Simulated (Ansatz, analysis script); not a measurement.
**Fixed-spin-moment curve of Osmium**

Is Osmium magnetic, nearly magnetic or plainly paramagnetic? E(M) and M(B) tell.

Method: PBE, PAW set soft_1, in Ansatz 0.2.0.

### 1. The starting structure

Symmetry: P6_3/mmc, No. 194, hexagonal system. Conventional cell: a = 2.734 Å, b = 2.734 Å, c = 4.320 Å, α = 90.00°, β = 90.00°, γ = 120.00°. Nearest to Os lie 12 Os at 2.68 to 2.73 Å.

The cell of this run holds 2 atoms, 2 of them with a starting moment; values «a cell» refer to the cell of the run in question.

### 2. Two spin channels first

A collinear run comes first: it shows whether moments survive, and how large they are.

Contents of input.yaml:

```yaml
crystal:
  lattice:
    - [2.7341, 0.0, 0.0]
    - [-1.36705, 2.3678000565, 0.0]
    - [0.0, 0.0, 4.3197]
  atoms:
    - { symbol: Os, position: [0.3333333333, 0.6666666667, 0.25], spin: 1.0 }
    - { symbol: Os, position: [0.6666666667, 0.3333333333, 0.75], spin: 1.0 }
magnetization:
  spin_polarized: true
kpoints:
  mp_grid: { grid: [14, 14, 8] }
hamiltonian:
  xc: pbe
  pseudopotentials: { kind: paw, azcp: { folder: soft_1 } }
scf:
  occupations: { method: fermi_dirac, width: 0.05 }
  max_iter: 120
  convergence: { dr2_threshold: 1.0e-08 }
  lower_state_search: "off"
output:
  write_density: true
  write_potential: true
  elf: true
  volumetric_format: npy
```

Launch:

```bash
ansatz run input.yaml --threads 2 --pin off --max-ram 5120MiB --backend cpu --events-out ev --progress --plain --runs-dir out
```

Numbers of over 12 decimals in the logs are rounded to 6 here.

Output:

```text
Engine: ansatz 0.2.0, aarch64-unknown-linux-gnu
Pseudopotentials: kind: paw
Pseudopotential: Os, paw, valence charge 16, recommended cutoff 420 eV (normal), soft_1/Os.paw.azcp
Functional definition: PBE
  parameter kappa = 0.804
  parameter beta = 0.066725
  exchange = pbe_x(kappa = kappa, mu = beta*pi^2/3)
  correlation = pbe_c(beta = beta)
Crystal: 2 atoms, lattice volume = 27.965 Å³
Basis set: ecut = 420 eV, 537 PW (Γ)
Bands: 21, of which v1, the nominal top of the filled ones, is band 16 counted from 1 (15 counted from 0)
Symmetry: 24 space group operations
Space group: P63/mmc (ITA 194), of the structure as read, at distance tolerance 3.0e-5 Å
Magnetic group: BNS 194.263 (UNI 1493), of the structure as read, at distance tolerance 3.0e-5 Å
k-points: 120 of 1568
Non-local potential: Os, projectors of the file, l = 0: 3, l = 1: 2, l = 2: 2, l = 3: 1
PAW form: soft (Blöchl's): semilocal exchange-correlation on the pseudo side does not see the compensation charge
PAW one-centre angular grid: Os, 590 points (default); XC on 64 Gauss nodes
Initial density: superposition of atomic densities (chi_scale 0.1, normalization cell)
Starting moments: Σ|m| = 2 μB on 2 of 2 sites
Initial wavefunctions: pseudopotential atomic-orbital guess
Functional: x = pbe(κ = 0.804, μ = 0.219515), c = pbe(β = 0.066725)
iter 1 solved again at ethr=2.70e-3 eV; its pass at ethr=3.10e-3 eV (dr2=8.64e-1 eV) is discarded
SCF iter   1: F=—  HF=-22771.896784 eV  |F-HF|=—  |Δ(HF+E_count)|=         —  Δρ=7.44e-2 (↑7.44e-2 ↓4.30e-2)  dr2=8.63e-1  dr2_m=7.13e-1  M=0.321 μB ∫|m|=0.326 μB  β_m=0.30  ethr=2.70e-3  ⟨swp⟩=1.0  Hψ=27877  notcnv=0
preconditioner: auto → none  [metal: Δε(μ)=0.023 eV  Ē_g=8.505 eV  σ=0.050 eV  W_gap=0.11  n_scr=8 (ndim 8)  ℏωp=28.1 eV  f_vac=0.000  D(μ)=0.86/eV (n_scr^D=2)  sad-step TF]
SCF iter   2: F=—  HF=-22771.841676 eV  |F-HF|=—  |Δ(HF+E_count)|=   5.51e-2  Δρ=5.35e-2 (↑5.35e-2 ↓3.20e-2)  dr2=4.34e-1  dr2_m=3.77e-1  M=0.267 μB ∫|m|=0.273 μB  β_m=0.30  ethr=2.70e-3  ⟨swp⟩=2.0  Hψ=5832  notcnv=0
SCF iter   3: F=—  HF=-22771.754143 eV  |F-HF|=—  |Δ(HF+E_count)|=   8.75e-2  Δρ=2.91e-2 (↑2.66e-2 ↓2.91e-2)  dr2=4.45e-3  dr2_m=1.96e-1  M=0.233 μB ∫|m|=0.237 μB  β_m=0.30  ethr=1.36e-3  ⟨swp⟩=2.7  Hψ=9213  notcnv=0
SCF iter   4: F=—  HF=-22771.784988 eV  |F-HF|=—  |Δ(HF+E_count)|=   3.08e-2  Δρ=2.11e-2 (↑2.02e-2 ↓2.11e-2)  dr2=1.35e-3  dr2_m=1.08e-1  M=0.190 μB ∫|m|=0.194 μB  β_m=0.30  ethr=1.39e-5  ⟨swp⟩=1.7  Hψ=8496  notcnv=0
SCF iter   5: F=—  HF=-22771.802930 eV  |F-HF|=—  |Δ(HF+E_count)|=   1.79e-2  Δρ=1.54e-2 (↑1.53e-2 ↓1.54e-2)  dr2=2.08e-5  dr2_m=6.03e-2  M=0.154 μB ∫|m|=0.158 μB  β_m=0.30  ethr=4.22e-6  ⟨swp⟩=2.6  Hψ=9165  notcnv=0
SCF iter   6: F=—  HF=-22771.812552 eV  |F-HF|=—  |Δ(HF+E_count)|=   9.62e-3  Δρ=1.16e-2 (↑1.16e-2 ↓1.15e-2)  dr2=4.15e-6  dr2_m=3.42e-2  M=0.124 μB ∫|m|=0.128 μB  β_m=0.30  ethr=6.50e-8  ⟨swp⟩=2.0  Hψ=8671  notcnv=0
SCF iter   7: F=—  HF=-22771.818169 eV  |F-HF|=—  |Δ(HF+E_count)|=   5.62e-3  Δρ=8.76e-3 (↑8.76e-3 ↓8.76e-3)  dr2=1.08e-7  dr2_m=1.97e-2  M=0.099 μB ∫|m|=0.103 μB  β_m=0.30  ethr=1.30e-8  ⟨swp⟩=2.8  Hψ=9880  notcnv=0
Mixer restart at iter 7: flushing history
spin-set hold released at iteration 7 (site moments contracting): the magnetisation degrees of freedom join the quasi-Newton model from the next iteration; the mixer history was flushed
SCF iter   8: F=—  HF=-22771.821504 eV  |F-HF|=—  |Δ(HF+E_count)|=   3.34e-3  Δρ=6.69e-3 (↑6.69e-3 ↓6.68e-3)  dr2=4.15e-8  dr2_m=1.15e-2  M=0.079 μB ∫|m|=0.083 μB  β_m=0.65  ethr=3.13e-11  ⟨swp⟩=6.7  Hψ=21230  notcnv=0
SCF iter   9: F=—  HF=-22771.826668 eV  |F-HF|=—  |Δ(HF+E_count)|=   5.16e-3  Δρ=4.77e-4 (↑4.75e-4 ↓4.77e-4)  dr2=1.43e-7  dr2_m=5.80e-5  M=0.008 μB ∫|m|=0.010 μB  β_m=0.82  ethr=1.30e-10  ⟨swp⟩=4.2  Hψ=14907  notcnv=0
SCF iter  10: F=—  HF=-22771.826733 eV  |F-HF|=—  |Δ(HF+E_count)|=   6.44e-5  Δρ=1.57e-4 (↑1.57e-4 ↓1.52e-4)  dr2=8.00e-8  dr2_m=6.11e-6  M=0.003 μB ∫|m|=0.004 μB  β_m=0.91  ethr=1.30e-10  ⟨swp⟩=3.5  Hψ=13388  notcnv=0
SCF iter  11: F=—  HF=-22771.826741 eV  |F-HF|=—  |Δ(HF+E_count)|=   8.51e-6  Δρ=1.88e-5 (↑1.24e-5 ↓1.88e-5)  dr2=2.09e-7  dr2_m=1.54e-8  M=0.000 μB ∫|m|=0.000 μB  β_m=0.79  ethr=1.30e-10  ⟨swp⟩=3.2  Hψ=11739  notcnv=0
iter 12 did not close the SCF: its close was put off for a magnetic moment that had not settled (scf_convergence_deferred on its scf_iter line)
SCF iter  12: F=-22771.826741 eV  HF=-22771.826741 eV  |F-HF|=5.36e-9  |Δ(HF+E_count)|=   6.18e-8  Δρ=6.00e-6 (↑6.00e-6 ↓3.89e-6)  dr2=5.56e-9  dr2_m=5.25e-9  M=0.000 μB ∫|m|=0.000 μB  β_m=0.83  ethr=3.13e-11  ⟨swp⟩=1.7  Hψ=15747  notcnv=0
iter 13 did not close the SCF: its close was put off for a magnetic moment that had not settled (scf_convergence_deferred on its scf_iter line)
SCF iter  13: F=-22771.826741 eV  HF=-22771.826741 eV  |F-HF|=7.64e-11  |Δ(HF+E_count)|=   1.03e-8  Δρ=1.09e-6 (↑7.51e-7 ↓1.09e-6)  dr2=2.64e-10  dr2_m=1.36e-10  M=-0.000 μB ∫|m|=0.000 μB  β_m=0.76  ethr=1.74e-11  ⟨swp⟩=1.0  Hψ=14239  notcnv=0
SCF iter  14: F=-22771.826741 eV  HF=-22771.826741 eV  |F-HF|=1.09e-11  |Δ(HF+E_count)|=  2.15e-10  Δρ=1.47e-7 (↑1.47e-7 ↓1.32e-7)  dr2=2.80e-13  dr2_m=4.92e-12  M=-0.000 μB ∫|m|=0.000 μB  ethr=1.00e-12  ⟨swp⟩=1.0  Hψ=13865  notcnv=0
WARN: the starting moments were not kept: the SCF closed with an absolute magnetisation of 1.3e-6 μB, where they sum to 2 μB in size (2 sites). That is at most 0.1 of that sum. Measured as dr2_m measures the in/out step, that magnetisation stands 2.3e-13 eV from none, at or under the dr2_threshold of 1.0e-8 eV: it is no larger than a step whose dr2_m would equal this threshold. The system may hold no moment; this SCF [...]
SCF 1 converged in 14 iterations: F = -22771.826741 eV  dr2 = 2.80e-13
  greatest PAW one-centre occupation: 1.000 electrons in one spin orbital (limit 2), on the Os atom at site 1 (counted from 0), in its partial waves of l = 0
SCF converged after 14 iterations
Magnetization: -0.0000 μB (16.0000 up, 16.0000 down)
Absolute magnetization: 0.0000 μB (∫|ρ↑−ρ↓|, with the PAW one-centre terms)
Spin contamination: 0.0000 ħ² per cell (⟨S²⟩ above its minimum at these occupations)
Per-site moments (μB) at R_I (Å): [(-1.425782451430894e-7, 1.103522), (-1.4257824511947755e-7, 1.103522)]
Free energy (F): -22771.826741 eV
Harris-Foulkes:  -22771.826741 eV  (|F-HF|=1.09e-11)
Internal energy: -22771.813544 eV  (E = F + TS)
E sigma→0 (E₀):  -22771.820143 eV
Entropy (-TS):   -0.013197 eV (-6.598 meV/atom)
Fermi energy:    26.053840 eV
--- Per-component energies (eV) ---
  E_band       = -129.753095
  E_kinetic    = 984.941462
  E_local      = -1821.142646  (includes V_loc(G=0)·N_el)
  E_nonlocal   = 392.101268
  E_hartree    = 653.499710
  E_xc         = -468.310347
  E_vxc        = -493.248956  (∫ρ·V_xc dr)
  E_paw        = -18094.323585  (= ΣΔE_a)
  E_vpaw       = -499.404545  (= ΣTr[D̂ρ^β])
  E_aug_tail   = 0.000875  (compensation charges beyond the density's cutoff)
  E_ewald      = -4418.580283
  E_smearing   = -0.013197  (= −TS)
  E_closure    = -0.000000  (closes the sum)
  Σ components = -22771.826741   (vs F -22771.826741, Δ=0.00e0)
--- Band table (eV; the first three rows and the last of 240) ---
  k-point 0 ↑: bands = [... 12 lower, 23.2196, 23.8075, 23.8075, 24.4607, 24.4607, 26.0380, 27.7215, 27.7215, ... 1 higher]
  k-point 1 ↑: bands = [... 12 lower, 23.1058, 23.6800, 23.6800, 24.7524, 24.7524, 25.4138, 27.7464, 27.7464, ... 1 higher]
  k-point 2 ↑: bands = [... 12 lower, 22.8161, 23.3741, 23.3741, 24.1147, 25.4141, 25.4141, 27.7197, 27.7197, ... 1 higher]
  k-point 119 ↓: bands = [... 12 lower, 22.5689, 22.5689, 24.6936, 24.6936, 27.7254, 27.7254, 33.9102, 33.9102, ... 1 higher]
```

Wall time 5.8 s (2 threads of Arm Neoverse V2, shared host); peak memory 0.34 GiB.

The spin moment in the atom's sphere vanishes on all atoms.

Tables count atoms from 1; parts of the log count from 0.

The run ends non-magnetic, with a net moment of 0 μB a cell. The run left the order that was typed.

Valence density in the ac plane at fractional y = 0.333, with atoms of Os within 0.2 Å of it. It is the smooth field of the valence electrons, not physical close to the nuclei.

Ten even steps from '_' (0.3 e/Å³) to '@' (8.6 e/Å³):
```
__________________....______
______________..::----::..__
____________..--++****++::..
__________..--++%%@@%%##==::
__________..--##@@@@@@%%**::
__________..--##@@@@@@%%**::
__________..--++%%@@%%##==::
____________..--++****++::..
______________..::----::..__
__________________....______
____________________________
____________________________
____________________________
____________________________
__........__________________
__..::::..__________________
__..::::..__________________
__........__________________
____________________________
____________________________
____________________________
____________________________
```
Columns run along a (2.7 Å), rows up along c (4.3 Å). Atoms in or near the plane, at fractional coordinates: Os at (0.67, 0.75).

ELF in the ac plane at fractional y = 0.333, with atoms of Os within 0.2 Å of it. It is the smooth field of the valence electrons, not physical close to the nuclei.

Values, 22 rows by 14 columns:
```
0.33 0.35 0.35 0.35 0.34 0.32 0.30 0.30 0.32 0.34 0.33 0.32 0.30 0.30
0.28 0.32 0.36 0.35 0.30 0.28 0.33 0.42 0.49 0.51 0.51 0.47 0.39 0.31
0.29 0.30 0.36 0.34 0.28 0.31 0.43 0.55 0.60 0.60 0.60 0.59 0.52 0.39
0.32 0.30 0.36 0.34 0.29 0.36 0.51 0.61 0.60 0.55 0.56 0.61 0.59 0.47
0.35 0.31 0.37 0.35 0.30 0.40 0.55 0.61 0.53 0.43 0.45 0.57 0.60 0.50
0.35 0.31 0.37 0.35 0.30 0.40 0.55 0.61 0.53 0.43 0.45 0.57 0.60 0.50
0.32 0.30 0.36 0.34 0.29 0.36 0.51 0.61 0.60 0.55 0.56 0.61 0.59 0.47
0.29 0.30 0.36 0.34 0.28 0.31 0.43 0.55 0.60 0.60 0.60 0.59 0.52 0.39
0.28 0.32 0.36 0.35 0.30 0.28 0.33 0.42 0.49 0.51 0.51 0.47 0.39 0.31
0.33 0.35 0.35 0.35 0.34 0.32 0.30 0.30 0.32 0.34 0.33 0.32 0.30 0.30
0.36 0.33 0.30 0.30 0.34 0.37 0.35 0.31 0.27 0.25 0.25 0.28 0.32 0.36
0.33 0.27 0.24 0.25 0.29 0.34 0.38 0.37 0.33 0.31 0.31 0.34 0.38 0.38
0.28 0.26 0.25 0.25 0.27 0.30 0.34 0.37 0.37 0.36 0.37 0.38 0.36 0.32
0.29 0.31 0.32 0.32 0.31 0.30 0.30 0.33 0.35 0.36 0.36 0.35 0.32 0.29
0.32 0.37 0.40 0.40 0.37 0.32 0.29 0.29 0.32 0.34 0.34 0.32 0.28 0.28
0.35 0.42 0.45 0.45 0.41 0.34 0.29 0.28 0.30 0.32 0.32 0.30 0.27 0.29
0.35 0.42 0.45 0.45 0.41 0.34 0.29 0.28 0.30 0.32 0.32 0.30 0.27 0.29
0.32 0.37 0.40 0.40 0.37 0.32 0.29 0.29 0.32 0.34 0.34 0.32 0.28 0.28
0.29 0.31 0.32 0.32 0.31 0.30 0.30 0.33 0.35 0.36 0.36 0.35 0.32 0.29
0.28 0.26 0.25 0.25 0.27 0.30 0.34 0.37 0.37 0.36 0.37 0.38 0.36 0.32
0.33 0.27 0.24 0.25 0.29 0.34 0.38 0.37 0.33 0.31 0.31 0.34 0.38 0.38
0.36 0.33 0.30 0.30 0.34 0.37 0.35 0.31 0.27 0.25 0.25 0.28 0.32 0.36
```
Columns run along a (2.7 Å), rows up along c (4.3 Å). Atoms in or near the plane, at fractional coordinates: Os at (0.67, 0.75).

### 3. Denser mesh

Levels at the Fermi energy are partly filled, so moments and energy differences can hang on the k-mesh, and the state is solved again on a denser one.

Edit input.yaml of step 2 so:

```diff
@@ -11,3 +11,3 @@
 kpoints:
-  mp_grid: { grid: [14, 14, 8] }
+  mp_grid: { grid: [16, 16, 9] }
 hamiltonian:
@@ -20,6 +20,3 @@
   lower_state_search: "off"
-output:
-  write_density: true
-  write_potential: true
-  elf: true
-  volumetric_format: npy
+basis:
+  ecutwfc: 420.0
```

Output:

```text
[...]
Crystal: 2 atoms, lattice volume = 27.965 Å³
Basis set: ecut = 420 eV, 537 PW (Γ)
Bands: 21, of which v1, the nominal top of the filled ones, is band 16 counted from 1 (15 counted from 0)
Symmetry: 24 space group operations
[...]
k-points: 150 of 2304
[...]
Starting moments: Σ|m| = 2 μB on 2 of 2 sites
[...]
SCF iter  13: F=-22771.835735 eV  HF=-22771.835735 eV  |F-HF|=3.27e-11  |Δ(HF+E_count)|=   4.23e-9  Δρ=5.72e-7 (↑5.72e-7 ↓4.05e-7)  dr2=1.17e-10  dr2_m=2.45e-11  M=-0.000 μB ∫|m|=0.000 μB  ethr=2.59e-12  ⟨swp⟩=1.0  Hψ=18918  notcnv=0
[...]
SCF 1 converged in 13 iterations: F = -22771.835735 eV  dr2 = 1.17e-10
[...]
SCF converged after 13 iterations
Magnetization: -0.0000 μB (16.0000 up, 16.0000 down)
Absolute magnetization: 0.0000 μB (∫|ρ↑−ρ↓|, with the PAW one-centre terms)
[...]
Per-site moments (μB) at R_I (Å): [(7.81043464261343e-7, 1.103522), (7.810434641541572e-7, 1.103522)]
Free energy (F): -22771.835735 eV
[...]
Internal energy: -22771.827623 eV  (E = F + TS)
E sigma→0 (E₀):  -22771.831679 eV
Entropy (-TS):   -0.008113 eV (-4.056 meV/atom)
Fermi energy:    26.043217 eV
[...]
```

The job ended after 5.2 s (2 threads; peak memory 0.35 GiB).

The spin moment in the atom's sphere vanishes on all atoms.

The run ends non-magnetic, with a net moment of 0 μB a cell, against 0 μB on the first mesh.

### 4. Without spin

The state without spin is the zero of E(M).

input.yaml, the sections that differ from step 3:

```yaml
crystal:
  lattice:
    - [2.7341, 0.0, 0.0]
    - [-1.36705, 2.3678000565, 0.0]
    - [0.0, 0.0, 4.3197]
  atoms:
    - { symbol: Os, position: [0.3333333333, 0.6666666667, 0.25] }
    - { symbol: Os, position: [0.6666666667, 0.3333333333, 0.75] }
scf:
  occupations: { method: fermi_dirac, width: 0.05 }
  max_iter: 120
  convergence: { dr2_threshold: 1.0e-08 }
# kpoints, hamiltonian, basis: as in step 3
# magnetization: removed
```

Launch:

```bash
ansatz run input.yaml --threads 1 --pin off --max-ram 2560MiB --backend cpu --events-out ev --progress --plain --runs-dir out
```

Output:

```text
[...]
Crystal: 2 atoms, lattice volume = 27.965 Å³
Basis set: ecut = 420 eV, 537 PW (Γ)
Bands: 20, of which v1, the nominal top of the filled ones, is band 16 counted from 1 (15 counted from 0)
Symmetry: 24 space group operations
[...]
k-points: 150 of 2304
[...]
SCF iter   1: F=—  HF=-22772.135272 eV  |F-HF|=—  |Δ(HF+E_count)|=         —  Δρ=6.04e-2  dr2=8.71e-1  ethr=3.10e-3  ⟨swp⟩=5.3  Hψ=11989  notcnv=0
[...]
SCF iter   7: F=-22771.835735 eV  HF=-22771.835735 eV  |F-HF|=2.40e-10  |Δ(HF+E_count)|=   5.92e-9  Δρ=2.12e-6  dr2=7.08e-10  ethr=3.13e-11  ⟨swp⟩=2.1  Hψ=6036  notcnv=0
SCF 1 converged in 7 iterations: F = -22771.835735 eV  dr2 = 7.08e-10
[...]
SCF converged after 7 iterations
Free energy (F): -22771.835735 eV
[...]
Internal energy: -22771.827623 eV  (E = F + TS)
E sigma→0 (E₀):  -22771.831679 eV
Entropy (-TS):   -0.008113 eV (-4.056 meV/atom)
Fermi energy:    26.043204 eV
[...]
```

Run time: 2.6 s. Hardware: 1 thread; peak memory 0.31 GiB.

### 5. Without spin, levels printed

Edit input.yaml of step 4 so:

```diff
@@ -19 +19,3 @@
   ecutwfc: 420.0
+output:
+  eigenvalues: true
```

Output:

```text
[...]
Crystal: 2 atoms, lattice volume = 27.965 Å³
Basis set: ecut = 420 eV, 537 PW (Γ)
Bands: 20, of which v1, the nominal top of the filled ones, is band 16 counted from 1 (15 counted from 0)
Symmetry: 24 space group operations
[...]
k-points: 150 of 2304
[...]
Fermi energy:    26.043204 eV
[...]
--- Band table (eV; the first three rows and the last of 150) ---
  k-point 0: bands = [... 12 lower, 23.2216, 23.8084, 23.8084, 24.4642, 24.4642, 26.0395, 27.7253, 27.7253]
  k-point 1: bands = [... 12 lower, 23.1309, 23.7065, 23.7065, 24.6992, 24.6992, 25.5355, 27.7466, 27.7466]
  k-point 2: bands = [... 12 lower, 22.8914, 23.4511, 23.4511, 24.4170, 25.2530, 25.2530, 27.7434, 27.7434]
  k-point 149: bands = [... 12 lower, 22.5173, 22.6314, 24.5047, 24.8850, 27.6491, 27.8082, 33.4911, 34.0650]
[key lines of the parts left out:]
SCF converged after 7 iterations
Free energy (F): -22771.835735 eV
```

The job ended after 2.7 s (1 thread; peak memory 0.31 GiB).

### 6. Total moment fixed at 0.2 μB

Two Fermi levels, one a spin, hold the total moment exactly, which reaches states that a free run would leave.

input.yaml, the sections that differ from step 5:

```yaml
crystal:
  lattice:
    - [2.7341, 0.0, 0.0]
    - [-1.36705, 2.3678000565, 0.0]
    - [0.0, 0.0, 4.3197]
  atoms:
    - { symbol: Os, position: [0.3333333333, 0.6666666667, 0.25], spin: 0.1 }
    - { symbol: Os, position: [0.6666666667, 0.3333333333, 0.75], spin: 0.1 }
magnetization:
  spin_polarized: true
  initial_magnetization: 0.2
  spin_locking: { lock_magnetization: hard }
scf:
  occupations: { method: fermi_dirac, width: 0.05 }
  max_iter: 120
  convergence: { dr2_threshold: 1.0e-08 }
  lower_state_search: "off"
# kpoints, hamiltonian, basis: as in step 5
# output: removed
```

Output:

```text
[...]
Crystal: 2 atoms, lattice volume = 27.965 Å³
Basis set: ecut = 420 eV, 537 PW (Γ)
Bands: 21, of which v1, the nominal top of the filled ones, is band 16 counted from 1 (15 counted from 0)
Symmetry: 24 space group operations
[...]
k-points: 150 of 2304
[...]
Starting moments: Σ|m| = 0.2 μB on 2 of 2 sites
[...]
SCF iter   8: F=-22771.819116 eV  HF=-22771.819116 eV  |F-HF|=1.82e-11  |Δ(HF+E_count)|=  3.06e-10  Δρ=2.17e-7 (↑1.26e-7 ↓2.17e-7)  dr2=1.48e-11  dr2_m=3.28e-12  M=0.200 μB ∫|m|=0.200 μB  ethr=1.47e-12  ⟨swp⟩=1.0  Hψ=18012  notcnv=0
SCF 1 converged in 8 iterations: F = -22771.819116 eV  dr2 = 1.48e-11
[...]
SCF converged after 8 iterations
Stability checked in part: among states of this total moment the steps that led to this state did not find it unstable. No probe was made; neither looks for a lower state of another moment (fixed_total_moment; see scf.lower_state_search)
Magnetization: 0.2000 μB (16.1000 up, 15.9000 down)
Absolute magnetization: 0.2000 μB (∫|ρ↑−ρ↓|, with the PAW one-centre terms)
[...]
Per-site moments (μB) at R_I (Å): [(0.086139, 1.103522), (0.086139, 1.103522)]
Free energy (F): -22771.819116 eV
[...]
Internal energy: -22771.809705 eV  (E = F + TS)
E sigma→0 (E₀):  -22771.814410 eV
Entropy (-TS):   -0.009411 eV (-4.706 meV/atom)
Fermi energy:    26.053904 (↑ 26.215487, ↓ 25.892321) eV
[...]
```

The job ended after 6.4 s (1 thread; peak memory 0.34 GiB).

The energy is 16.6 meV from the state without spin, and the largest site carries 0.0861 μB.

(Part 1 of 2 ends here.)

[Logs and program files are shortened in this print: banners, set-up blocks, solver, clock and traceback lines can be left out without a mark of their own.]

[Logs are printed without paths, hosts, clocks, repeated set-up lines and the standing remarks that a program may print on its own settings, such as how far it seeks lower states.]

[Hosts, paths, dates, database ids (printed as entryN), source tags and the programs' standing remarks are cut or masked in the printed files.]
